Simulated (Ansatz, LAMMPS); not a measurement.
# Gap against volume in glassy 44SiO2-44B2O3-6MgO-6CaO (mol %) (120 atoms)

Density of this cell: 2.31 g/cm³. The cell holds 120 atoms: 14 Si, 28 B, 2 Mg, 2 Ca and 74 O. Cell: a = 11.534 Å, b = 11.427 Å, c = 10.961 Å, α = 90.3°, β = 90.7°, γ = 89.6°. The starting structure: 120 atoms (14 Si, 28 B, 2 Mg, 2 Ca, 74 O) placed at random at 2.14 g/cm³, melted at 3000 K for 20 ps at fixed volume with the Buckingham and Coulomb pair potential of Guillot and Sator (Geochim. Cosmochim. Acta 71, 1249 (2007)) with the boron terms of Wang et al. (J. Non-Cryst. Solids 498, 294 (2018)). Quenched from 3000 K to 300 K at 50 K/ps and fixed volume, held 10 ps at zero pressure.

Calculated with Ansatz 0.2.0: Kohn-Sham DFT, PBE, PAW (set soft_2), plane waves; cutoff 420 eV, Γ point, gaussian smearing of 0.025 eV. The relaxed cell was scaled evenly and the atoms were relaxed at each volume. The gap is that between the highest filled and the lowest empty Kohn-Sham level on the run's k-points.

```
volume (Å³/atom)  gap (eV)
          10.833               5.004
          11.315               4.875
          11.676                   ?
          12.037               4.684
          12.398               4.591
          12.759               4.491
```

Task: Fit a straight line in ln V to the rows given and interpolate to the withheld row.

Worked fit:

A volume deformation potential makes the spacing linear in u = ln(V/V0), with V0 = 12.037 Å³ the relaxed volume; v is the spacing.

| u = ln(V/V0) | v (eV) |
| --- | --- |
| -0.105361 | 5.0043 |
| -0.0618757 | 4.8746 |
| 0 | 4.6843 |
| 0.0295595 | 4.5908 |
| 0.0582694 | 4.4914 |

With n = 5: mean u = -0.0158815, mean v = 4.72908, Σ(u − ū)² = 0.017937, Σ(u − ū)(v − v̄) = -0.055938. Slope b = -0.055938 / 0.017937 = -3.1185; intercept a = v̄ − b ū = 4.6796.

At the withheld volume u = -0.03046, and v = a + b u.

Prediction at 11.676: 4.775 eV. The run gave 4.780 eV, so the fit is low by 0.0053 eV (0.11 % of the value).

The slope, -3.12 eV, says that the spacing narrows on expansion. Among the rows given, the largest miss of the fit is at 12.759, by 0.0064 eV (1.3 % of the range of the table).

Limits: The table spans 16 % in volume, wide for a linear law. Semilocal functionals tend to put gaps under measured ones. Only the Γ point is sampled. Atoms move by up to 0.9 Å in these relaxations, so the structure changes along the series. Defect or tail levels can set the spacing of a disordered cell.

[Logs are printed without paths, hosts, clocks, repeated set-up lines and the standing remarks that a program may print on its own settings, such as how far it seeks lower states.]

[Hosts, paths, dates, database ids (printed as entryN), source tags and the programs' standing remarks are cut or masked in the printed files.]
